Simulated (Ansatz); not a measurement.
# The perfect V wire along [110], 11 atoms a period, part 2 of 2

Wanted: the relaxed geometry and the bands of the V wire along [110], 11 atoms a period.

Ansatz 0.2.0; DFT PBE, plane waves, PAW; relaxation of a wire's period; PAW set soft_1 (the session's first sound run).

So far: The structure; The relaxed wire.

### 2. The relaxed wire (continued)

Relaxation path:

```
step  energy less that of the first step (eV)  largest force component (eV/Å)  pressure (GPa)  volume (Å³)
   1                                   0.0000                          2.3091           -5.27       595.96
   2                                  -2.1610                          0.6370           -0.60       571.94
   3                                  -2.2900                          0.6577            0.71       559.43
   4                                  -2.3666                          0.1072           -0.09       559.92
   5                                  -2.3863                          0.0348           -0.16       555.35
   6                                  -2.4082                          0.0676           -0.13       542.31
   7                                  -2.4111                          0.0505           -0.12       541.00
   8                                  -2.4115                          0.0321            0.00       540.41
   9                                  -2.4116                          0.0025           -0.05       540.74
 10*                                  -2.4002                          0.0028           -0.04       540.74
```

Relaxation steps marked * repeat the geometry before them on a plane-wave basis chosen anew for their cell, so energy and pressure can jump there.

Forces are held to the 8 operations that the run works with; a distortion that breaks them can't arise in this run.

```csv
cell as run,before,after,change
c (Å),4.228,3.837,-9.3 %
```

The atoms that moved most (Å, along periodic axes as changes of fractional coordinates times the final cell, across vacuum about the mean position):

```csv
atom,dx,dy,dz,length
V2,-0.058,0.216,0.000,0.224
V4,0.058,0.216,0.000,0.224
V11,0.058,-0.216,0.000,0.224
V10,-0.058,-0.216,0.000,0.224
V5,-0.129,0.000,0.000,0.129
V1,0.129,0.000,0.000,0.129
V7,0.000,-0.045,0.000,0.045
V8,0.000,0.045,0.000,0.045
```

This step gave:

| Item | Value |
| --- | --- |
| energy at zero smearing | -32022.1572 eV |
| cell length along the wire | 3.837 Å |

The cell's length comes to 3.837 Å with spin left out.

### 3. The wire at its relaxed period

This step: DFT PBE, plane waves, PAW; bands of a perfect wire; PAW set soft_1 (Ansatz 0.2.0).

At the relaxed period the bands are computed along the axis; those that cross an energy going forward count the channels that a perfect wire would open there.

Input file input.yaml:

```yaml
crystal:
  lattice:
    - [12.78, 0.0, 0.0]
    - [0.0, 11.028, 0.0]
    - [0.0, 0.0, 3.8367486]
  atoms:
    - { symbol: V, position: [0.276110044, 0.500022604, 0.0] }
    - { symbol: V, position: [0.37844939, 0.327924164, 0.0] }
    - { symbol: V, position: [0.5, 0.500022604, 0.0] }
    - { symbol: V, position: [0.62155061, 0.327924164, 0.0] }
    - { symbol: V, position: [0.723889956, 0.500022604, 0.0] }
    - { symbol: V, position: [0.384293732, 0.500022604, 0.5] }
    - { symbol: V, position: [0.5, 0.304252146, 0.5] }
    - { symbol: V, position: [0.5, 0.695793062, 0.5] }
    - { symbol: V, position: [0.615706268, 0.500022604, 0.5] }
    - { symbol: V, position: [0.37844939, 0.672121044, 0.0] }
    - { symbol: V, position: [0.62155061, 0.672121044, 0.0] }
kpoints:
  mp_grid: { grid: [1, 1, 21] }
  band_path: { path: ["Γ", Z], npoints: 90 }
scf:
  occupations: { method: fermi_dirac, width: 0.05 }
hamiltonian:
  xc: pbe
  pseudopotentials: { kind: paw, azcp: { folder: soft_1 } }
output:
  dos: { e_range: [-5, 4] }
  write_potential: true
  write_density: true
  volumetric_format: npy
```

Run with:

```
$ ansatz run input.yaml --threads 4 --pin off --max-ram 16384MiB --backend cpu --events-out ev --progress --plain --runs-dir out
```

Numbers of over 12 decimals in the logs are rounded to 6 here.

Output:

```text
[...]
Crystal: 11 atoms, lattice volume = 540.743 Å³
Basis set: ecut = 420 eV, 10611 PW (Γ)
Bands: 86, of which v1, the nominal top of the filled ones, is band 72 counted from 1 (71 counted from 0)
Symmetry: 8 space group operations
[...]
k-points: 11 of 21
[...]
SCF iter   1: F=—  HF=-32047.675657 eV  |F-HF|=—  |Δ(HF+E_count)|=         —  Δρ=8.06e-2  dr2=1.97e2  ethr=3.10e-3  ⟨swp⟩=10.2  Hψ=4713  notcnv=0
[...]
SCF iter  17: F=-32022.239474 eV  HF=-32022.239474 eV  |F-HF|=1.72e-8  |Δ(HF+E_count)|=   4.00e-8  Δρ=1.52e-6  dr2=2.36e-8  ethr=6.99e-11  ⟨swp⟩=16.3  Hψ=3799  notcnv=0
SCF 1 converged in 17 iterations: F = -32022.239474 eV  dr2 = 2.36e-8
[...]
NSCF: frozen V_eff on 91 k-points
WARN: The output density's exchange-correlation potential varies sharply where the density is thin. Do not read a vacuum level from v_tot or v_xc, or from such a field of the output density. On a cell that repeats whose density bears no net charge and no dipole along the vacuum's axis use v_es (v_loc + v_h of the components); under efield.dipole_correction with no amplitude use v_es + v_field, which holds any externa [...]
SCF converged after 17 iterations
Free energy (F): -32022.239474 eV
[...]
Internal energy: -32022.073133 eV  (E = F + TS)
E sigma→0 (E₀):  -32022.156304 eV
Entropy (-TS):   -0.166341 eV (-15.122 meV/atom)
Fermi energy:    2.307215 eV
[...]
--- Band table (eV; the first three rows and the last of 11) ---
  k-point 0: bands = [... 68 lower, 1.5268, 1.8363, 2.1746, 2.2526, 2.2588, 2.3527, 2.6592, 2.8361, ... 10 higher]
  k-point 1: bands = [... 68 lower, 1.5654, 1.8513, 2.1917, 2.2425, 2.2831, 2.3507, 2.6906, 2.8369, ... 10 higher]
  k-point 2: bands = [... 68 lower, 1.6195, 1.9034, 2.2122, 2.2388, 2.3406, 2.3409, 2.7503, 2.8182, ... 10 higher]
  k-point 10: bands = [... 68 lower, 1.8503, 1.9561, 2.0921, 2.4305, 2.5399, 2.7673, 2.8995, 2.9308, ... 10 higher]
```

Wall time 75 s (4 threads of Arm Neoverse V2, shared host); peak memory 2.5 GiB.

Reading the cycles: dr2 is the Hartree energy of the density residual (eV), the measure of convergence; HF is the Harris–Foulkes estimate of the energy, which meets the free energy F at convergence.

This step gave:

- energy at zero smearing: -32022.1563 eV
- band gap: 0 eV

Electronic bands along the path, in eV, zero at the Fermi level:

```csv
point,band 68,band 69,band 70,band 71,band 72,band 73,band 74,band 75
Γ,-0.82,-0.78,-0.47,-0.13,-0.05,-0.05,0.05,0.35
halfway,-0.59,-0.33,-0.06,-0.04,0.02,0.14,0.18,0.22
Z,-0.65,-0.44,-0.37,-0.22,0.13,0.24,0.44,0.59
```

Between Γ and Z the bands cross the Fermi level 8 times, so a perfect wire would conduct at least 8 G₀, with spin left out.

### 4. Summary of results

| Quantity | Value |
| --- | --- |
| cell length, PBE | 3.837 Å |
| ballistic conductance by band crossings, a lower bound, PBE | 8 G₀ |

In words: Under PBE the cell's length is 3.84 Å, and the bands cross the Fermi level 8 times between Γ and Z, which gives a perfect wire at least 8 G₀ (opposite crossings within one step of the path cancel in such a count). No spin was allowed, though thin wires with open d shells can turn magnetic.

[Logs are printed without paths, hosts, clocks, repeated set-up lines and the standing remarks that a program may print on its own settings, such as how far it seeks lower states.]

[Hosts, paths, dates, database ids (printed as entryN), source tags and the programs' standing remarks are cut or masked in the printed files.]
